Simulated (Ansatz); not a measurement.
**Molecular dynamics of amorphous Hg20Zn15S35 (70 atoms)**

Aim: follow amorphous Hg20Zn15S35 (70 atoms) for a short time with forces from DFT, then look at structure and electrons in the last frame.

Main program and level: Ansatz 0.2.0; Kohn-Sham DFT, PBE, PAW (set soft_2, large core), plane waves.

### Step 1. The structure

The cell holds 70 atoms: 20 Hg, 15 Zn and 35 S. Its edges and angles: a = 11.824 Å, b = 11.824 Å, c = 11.824 Å, α = 90.0°, β = 90.0°, γ = 90.0°. 70 atoms (20 Hg, 15 Zn, 35 S) placed at random at 6.14 g/cm³, melted at 2500 K for 10 ps at fixed volume with the Stillinger-Weber II-VI potential (Zhou et al., Phys. Rev. B 88, 085309 (2013)). Quenched from 2500 K to 700 K at 500 K/ps and fixed volume, held 5 ps, then minimised at fixed cell.

What the set-up can't give: The quench rate of 500 K/ps far exceeds what a furnace or splat quench reaches, so expect more defects and frozen-in strain than in a real sample. The starting topology of bonds comes from the classical model. The Brillouin zone is sampled at Γ only, in a cell whose shortest periodic width is 12 Å. Spin–orbit coupling is left out, which matters for the levels of the heavy elements.

### Step 2. Single point at the start

A single point comes first, to see the forces before anything moves.

Contents of input.yaml:

```yaml
crystal:
  lattice:
    - [11.8242, 0.0, 0.0]
    - [0.0, 11.8242, 0.0]
    - [0.0, 0.0, 11.8242]
  atoms:
    - { symbol: Hg, position: [0.75316, 0.33044, 0.20276] }
    - { symbol: Hg, position: [0.22911, 0.71636, 0.24557] }
    - { symbol: Hg, position: [0.01869, 0.10169, 0.71309] }
    - { symbol: Hg, position: [0.08359, 0.04575, 0.43136] }
    [... 60 atom lines left out ...]
    - { symbol: S, position: [0.60126, 0.8428, 0.03917] }
    - { symbol: S, position: [0.87156, 0.26265, 0.37507] }
    - { symbol: S, position: [0.1594, 0.18456, 0.95667] }
    - { symbol: S, position: [0.76714, 0.12435, 0.77227] }
    - { symbol: S, position: [0.69776, 0.76028, 0.81527] }
    - { symbol: S, position: [0.53587, 0.07792, 0.6454] }
kpoints:
  mp_grid: { grid: [1, 1, 1] }
hamiltonian:
  xc: pbe
  pseudopotentials: { kind: paw, core: large }
scf:
  occupations: { method: gaussian, width: 0.025 }
output:
  forces: true
```

On the command line:

```
$ ansatz run input.yaml --threads 4 --pin off --max-ram 8192MiB --backend cpu --events-out ev --progress --plain --runs-dir out
```

It took 24 s on 4 threads of Intel Xeon Platinum 8259CL at 2.50GHz (Skylake/Cascade Lake), shared host; peak memory 2.2 GiB; 92 s of CPU time.

The program notes that potentials were chosen by core size.

The run gave:

* free energy: -301534.6302 eV
* free energy per atom: -4307.6376 eV/atom
* SCF cycles: 22
* r.m.s. force component: 0.3811 eV/Å
* longest force: 1.383 eV/Å
* Fermi energy: 6.208 eV

The r.m.s. force component of 0.38 eV/Å sets the starting point.

Length of the force by element:

```
element  coordination  atoms  mean length of the force (eV/Å)  spread  least   most
     Hg           all     20                            0.525   0.189  0.232  0.940
      S           all     35                            0.702   0.292  0.253   1.38
     Zn           all     15                             0.46   0.236  0.106   1.04
```

### Step 3. Dynamics started at 600 K

A Langevin thermostat couples each atom to a heat bath, at the price of damped dynamics. The time step is 2.0 fs.

Edit input.yaml of step 2 so:

```diff
@@ -16 +16,8 @@
   forces: true
+md:
+  timestep: 2.0
+  n_steps: 120
+  ensemble: nvt_langevin
+  temperature: 600
+  initial_velocities: maxwell_boltzmann
+  seed: 7716
```

The job ended after 20 min (4 threads; peak memory 2.4 GiB).

The program notes that it switched symmetry off.

The trajectory, sampled:

```
time (fs)  T (K)  potential (meV/atom)
      0.0    591                   0.0
     16.0    556                  -1.2
     32.0    551                   0.0
     48.0    690                  -8.4
     64.0    689                 -22.2
     80.0    711                 -31.8
     96.0    666                 -33.5
    112.0    797                 -54.3
    128.0    853                 -65.5
    144.0    770                 -65.3
    160.0    741                 -80.7
    176.0    702                 -78.4
    192.0    697                 -75.3
    208.0    730                 -82.5
    224.0    796                 -93.4
    240.0    761                 -88.4
```

Mean square displacement from the first frame to the last: Hg 0.19 Å², Zn 0.35 Å², S 0.67 Å².

The mean square displacement by time lag:

```
time lag (fs)  Hg (Å²)   S (Å²)  Zn (Å²)
          2.0   3.0e-5   2.3e-4   1.1e-4
          6.0   2.6e-4  0.00209   9.5e-4
         10.0   7.2e-4  0.00571  0.00259
         16.0  0.00181   0.0141  0.00645
         26.0  0.00460   0.0347   0.0161
         30.0  0.00602   0.0447   0.0210
         36.0  0.00847   0.0608   0.0291
         40.0   0.0103   0.0720   0.0351
         46.0   0.0133   0.0893   0.0447
         50.0   0.0155    0.101   0.0515
         56.0   0.0190    0.118   0.0623
         64.0   0.0242    0.141   0.0776
         70.0   0.0284    0.157   0.0898
         74.0   0.0314    0.168   0.0981
         80.0   0.0361    0.184    0.111
         84.0   0.0394    0.194    0.120
         90.0   0.0445    0.210    0.133
         94.0   0.0481    0.220    0.142
        104.0   0.0574    0.246    0.164
        110.0   0.0634    0.262    0.178
        114.0   0.0675    0.273    0.187
        120.0   0.0738    0.289    0.201
```

Over the second half of 240 fs the temperature averages 755 K with swings of 54 K r.m.s. From first frame to last S has the largest mean square displacement, 0.67 Å² at the end; the farthest move is 1.82 Å. The mean temperature of 755 K lies well off the 600 K of the input, so the thermostat hasn't yet brought the run to equilibrium. The count of bonds goes from 136 in the first frame to 123 in the last, by one set of cutoffs: 22 pairs passed out of them and 9 came within. The run spans 0.24 ps, too short for its means to be equilibrium values.

### Step 4. Distances and neighbours late in the run

The g(r) is a mean over the second half; what follows it is taken at the last frame.

Bonds before and after, by the cutoffs listed below:

```
pair  bonds before  bonds after  mean before (Å)  mean after (Å)  spread before (Å)  spread after (Å)
S-Hg            74           65            2.753           2.642              0.159             0.174
S-Zn            62           56            2.491           2.429              0.100             0.208
```

Density 6.14 g/cm³, 23.62 Å³ an atom.

Mean of 14 frames. Pair distribution functions g(r), in bins of 0.2 Å:

```
r (Å)  total   S-S  S-Hg  S-Zn  Hg-Hg  Hg-Zn  Zn-Zn
 1.90   0.03  0.12  0.00  0.00   0.00   0.00   0.00
 2.10   0.23  0.16  0.00  0.89   0.00   0.00   0.00
 2.30   1.56  0.16  0.69  6.14   0.00   0.00   0.00
 2.50   1.87  0.03  3.96  3.33   0.22   0.00   0.00
 2.70   1.07  0.00  2.71  1.31   0.16   0.06   0.00
 2.90   0.57  0.07  1.32  0.48   0.26   0.33   0.29
 3.10   0.44  0.39  0.61  0.34   0.26   0.39   0.56
 3.30   0.86  1.07  0.76  0.56   1.05   0.87   1.34
 3.50   1.22  1.92  0.71  0.54   2.03   1.35   1.99
 3.70   1.27  1.66  0.87  0.48   2.02   1.85   2.55
 3.90   1.29  1.66  0.74  0.60   1.75   2.29   2.42
 4.10   1.23  2.17  0.59  0.77   1.56   1.31   1.52
 4.30   1.16  1.70  0.70  0.84   1.91   1.23   1.13
 4.50   1.06  1.22  0.71  1.32   1.42   0.86   0.93
 4.70   0.95  0.81  0.91  1.30   0.71   1.01   0.57
 4.90   0.90  0.80  1.01  1.09   0.51   0.91   0.46
 5.10   0.83  0.73  0.85  1.20   0.67   0.55   0.66
 5.30   0.83  0.61  1.02  0.86   0.73   0.79   1.08
 5.50   0.93  0.57  1.30  0.93   0.81   0.80   1.15
 5.70   0.97  0.58  1.29  1.30   0.77   0.61   0.84
```

Bonds by pair of elements; cutoffs follow the first minimum of g(r), held within bounds set by covalent radii, and pairs that aren't listed don't count as bonded:

```
pair A-B  cutoff (Å)  bonds  mean length (Å)  spread (Å)  shortest (Å)  B about A  A about B
     S-S        2.37      2             2.15       0.058          2.09      0.114      0.114
    S-Hg        3.12     65             2.64       0.174          2.29       1.86       3.25
    S-Zn        3.02     56             2.43       0.208          2.12        1.6       3.73
```

How many atoms have how many bonded neighbours:

```
element  mean  1  2   3   4  5
     Hg  3.25  1  3   7   8  1
      S  3.57  0  3  10  21  1
     Zn  3.73  0  0   4  11  0
```

Bond angles, per cent of each kind in bins of 5°:

```
angle (°)  S-Hg-S  Hg-S-Zn  S-Zn-S  Hg-S-Hg  Zn-S-Zn
    65–70     0.0      2.5     0.0      0.0      3.2
    70–75     4.9      1.3     2.6      2.0      3.2
    75–80     4.9      1.3     3.9      2.0      3.2
    80–85     2.4      5.1     5.1     18.0      6.5
    85–90     7.3      6.3     7.7      8.0      3.2
    90–95     8.5     15.2     9.0      2.0      3.2
   95–100     4.9     11.4     9.0      8.0      9.7
  100–105    11.0      7.6     6.4      6.0      9.7
  105–110     6.1     10.1     5.1     18.0     16.1
  110–115    12.2      7.6    12.8      2.0     16.1
  115–120     9.8      8.9     6.4      4.0      6.5
  120–125     8.5      5.1    10.3     10.0      3.2
  125–130     3.7      7.6     3.9      6.0      3.2
  130–135     6.1      5.1     5.1      0.0      0.0
  135–140     1.2      0.0     5.1      4.0      6.5
  140–145     2.4      1.3     5.1      2.0      3.2
  145–150     2.4      2.5     2.6      4.0      0.0
  150–155     0.0      0.0     0.0      0.0      3.2
  155–160     0.0      0.0     0.0      2.0      0.0
  160–165     2.4      0.0     0.0      0.0      0.0
  165–170     1.2      0.0     0.0      2.0      0.0
  170–175     0.0      1.3     0.0      0.0      0.0
```

Bond angles (no mean is given where the spread exceeds 20°):

```
  angle  count  mean (°)  spread (°)
 S-Hg-S     82         -           -
Hg-S-Zn     79       106          19
 S-Zn-S     78       109        19.4
Hg-S-Hg     50         -           -
Zn-S-Zn     31       107        19.5
```

Bond length by coordination (bonds to H left out):

```
element  coordination  atoms  mean bond length (Å)
     Hg             1      1                  2.35
     Hg             2      3                  2.63
     Hg             3      7                  2.63
     Hg             4      8                  2.65
     Hg             5      1                  2.72
      S             2      3                  2.33
      S             3     10                  2.45
      S             4     21                  2.56
      S             5      1                  2.71
     Zn             3      4                  2.40
     Zn             4     11                  2.44
```

Rings of the network by King's shortest-path rule, up to 12 atoms, one path for each pair of neighbours; H, halogens, alkali and alkaline-earth atoms are left out, and the last column divides by all other atoms, bonded or not:

```
ring size (atoms)  rings  per network atom
                4      8             0.114
                5      1             0.014
                6     37             0.529
                7      8             0.114
                8     46             0.657
                9      6             0.086
               10      5             0.071
               11      1             0.014
```

Counting bonds as in the table, 40 % of Hg atoms have 4, 60 % of S atoms have 4 and 73 % of Zn atoms have 4 bonded neighbours. Rings of 8 atoms are the most common (41 % of those counted); sizes run from 4 to 11.

### Step 5. Single point at the last frame

The last frame is solved again with fuller output, to read the electronic structure of a thermally displaced geometry.

Contents of input.yaml:

```yaml
crystal:
  lattice:
    - [11.8242, 0.0, 0.0]
    - [0.0, 11.8242, 0.0]
    - [0.0, 0.0, 11.8242]
  atoms:
    - { symbol: Hg, position: [0.75565, 0.32635, 0.18452] }
    - { symbol: Hg, position: [0.17714, 0.67224, 0.22131] }
    - { symbol: Hg, position: [0.97947, 0.10042, 0.71492] }
    - { symbol: Hg, position: [0.05034, 0.01729, 0.41374] }
    [... 60 atom lines left out ...]
    - { symbol: S, position: [0.57151, 0.83147, 0.12589] }
    - { symbol: S, position: [0.8469, 0.26759, 0.36697] }
    - { symbol: S, position: [0.1291, 0.20662, 0.94457] }
    - { symbol: S, position: [0.77723, 0.16756, 0.73058] }
    - { symbol: S, position: [0.65697, 0.8033, 0.82479] }
    - { symbol: S, position: [0.53349, 0.04908, 0.62214] }
kpoints:
  mp_grid: { grid: [1, 1, 1] }
hamiltonian:
  xc: pbe
  pseudopotentials: { kind: paw, core: large }
scf:
  occupations: { method: gaussian, width: 0.025 }
output:
  forces: true
  stress: true
  populations: true
  dos:
    method: { smearing: { sigma: 0.1 } }
    de: 0.1
    projected: { site_lists: { Hg: [Hg], S: [S], Zn: [Zn] } }
  eigenvalues: true
  write_density: true
  write_potential: true
  volumetric_format: npy
```

Run time: 27 s. Hardware: 4 threads; peak memory 2.2 GiB; 1.7 min of CPU time.

Read from the output:

| Item | Value |
| --- | --- |
| free energy | -301540.8159 eV |
| free energy per atom | -4307.7259 eV/atom |
| SCF cycles | 15 |
| pressure | 1.333 GPa |
| r.m.s. force component | 0.6065 eV/Å |
| longest force | 2.102 eV/Å |
| Fermi energy | 6.301 eV |
| gap (highest filled to lowest empty level) | 0.2003 eV |
| spilling of the projection | 0.01103 |

Neighbours are counted within 2.37 Å (S-S), 3.12 Å (S-Hg), 3.02 Å (S-Zn), the cutoffs taken from the dynamics.

Length of the force by element and coordination:

```
element  coordination  atoms  mean length of the force (eV/Å)  spread  least   most
     Hg           all     20                            0.832   0.447  0.123   1.76
     Hg             1      1                            0.188       0  0.188  0.188
     Hg             2      3                            0.924    0.38  0.619   1.46
     Hg             3      7                            0.826   0.305  0.499   1.46
     Hg             4      8                            0.903   0.548  0.123   1.76
     Hg             5      1                            0.675       0  0.675  0.675
      S           all     35                             1.01   0.425  0.368   2.10
      S             2      3                             1.07   0.271  0.858   1.45
      S             3     10                             1.08   0.377  0.612   1.82
      S             4     21                            0.993   0.457  0.368   2.10
      S             5      1                            0.528       0  0.528  0.528
     Zn           all     15                            0.969   0.468  0.190   1.85
     Zn             3      4                            0.987   0.403  0.569   1.52
     Zn             4     11                            0.963   0.490  0.190   1.85
```

Löwdin charges by element and coordination (they lack the spilled electrons, 0.099 e an atom on average):

```
element  coordination  atoms  mean charge (e)  spread   least    most
     Hg           all     20            0.947   0.137   0.643    1.12
     Hg             1      1            0.722       0   0.722   0.722
     Hg             2      3            0.766   0.123   0.643   0.935
     Hg             3      7            0.932  0.0987   0.780    1.05
     Hg             4      8             1.04  0.0572   0.951    1.12
     Hg             5      1             1.06       0    1.06    1.06
      S           all     35           -0.866   0.157   -1.05  -0.396
      S             2      3           -0.950  0.0423   -1.01  -0.915
      S             3     10           -0.798   0.215   -1.05  -0.473
      S             4     21           -0.881   0.123   -1.00  -0.396
      S             5      1           -0.960       0  -0.960  -0.960
     Zn           all     15             1.22  0.0419    1.11    1.28
     Zn             3      4             1.17   0.033    1.11    1.20
     Zn             4     11             1.24   0.022    1.20    1.28
```

States in the cell by windows of 1 eV, zero at the Fermi level; the larger projections on atomic orbitals stand beside the total:

```
from (eV)  to (eV)  total   S p   Hg d   Zn d  Hg s
      -10       -9    0.0   0.0    0.0    0.0   0.0
       -9       -8    2.0   0.1    1.6    0.0   0.1
       -8       -7   65.1   7.8   36.4   18.7   1.2
       -7       -6  271.2  11.8  134.3  120.1   1.6
       -6       -5   25.3   5.6   11.2    3.4   3.0
       -5       -4   37.7  18.4    4.7    2.1   6.7
       -4       -3   32.7  22.3    2.2    1.1   3.2
       -3       -2   40.2  32.9    2.1    1.1   1.3
       -2       -1   52.0  44.0    2.5    1.2   1.3
       -1        0   33.7  28.7    1.3    0.6   1.2
        0        1    7.2   3.5    0.2    0.0   2.3
        1        2   20.9   8.8    0.3    0.1   6.9
        2        3   25.1   8.4    0.2    0.1   4.8
        3        4   25.8   5.2    0.1    0.1   1.3
        4        5   34.3   3.2    0.1    0.0   0.7
```

Between -15 and -10 eV lie 70 more states.

The levels nearest the highest filled one (over half full), pooled over k-points and spins:

```
level less the highest filled one (eV)  occupation
                                -0.390           2
                                -0.377           2
                                -0.309           2
                                -0.194           2
                               -0.0828           2
                                     0           2
                                 0.200           0
                                 0.545           0
                                 0.879           0
                                  1.09           0
                                  1.21           0
                                  1.27           0
```

Mean Löwdin charges: Hg +0.95, S -0.87, Zn +1.22 e (they miss 1.1 % of the electrons, so they add up to more than the cell's charge). Within 0.4 eV of the Fermi level the largest share is S p (81 % of the projected weight).

### Step 6. What came out

| Item | Value |
| --- | --- |
| mean temperature, second half | 755.3 K |
| temperature swing, second half | 53.73 K |
| free energy per atom | -4307.7259 eV/atom |
| pressure | 1.333 GPa |
| r.m.s. force component | 0.6065 eV/Å |
| gap (highest filled to lowest empty level) | 0.2003 eV |
| wall time of the 3 DFT runs | 21 min |

Over the second half of 240 fs the temperature averages 755 K with swings of 54 K r.m.s. The mean temperature of 755 K lies well off the 600 K of the input, so the thermostat hasn't yet brought the run to equilibrium. The count of bonds goes from 136 in the first frame to 123 in the last, by one set of cutoffs: 22 pairs passed out of them and 9 came within. The run spans 0.24 ps, too short for its means to be equilibrium values. Counting bonds as in the table, 40 % of Hg atoms have 4, 60 % of S atoms have 4 and 73 % of Zn atoms have 4 bonded neighbours. Between filled and empty levels lie 0.200 eV (at Γ alone); a semilocal functional tends to put such gaps too low. In a disordered cell it changes from sample to sample, and tail or defect levels can set it.

**Limits.** The network of bonds at the start is that of the classical potential that made the cell; in DFT 22 of its 136 bonded pairs passed out of the cutoffs and 9 came within them. The stress is far from hydrostatic: its diagonal is 3.4, 0.6, 0.1 GPa, compression counted positive. The pressure of a single frame lacks the kinetic term, about 0.44 GPa here.

[Logs are printed without paths, hosts, clocks, repeated set-up lines and the standing remarks that a program may print on its own settings, such as how far it seeks lower states.]

[Hosts, paths, dates, database ids (printed as entryN), source tags and the programs' standing remarks are cut or masked in the printed files.]
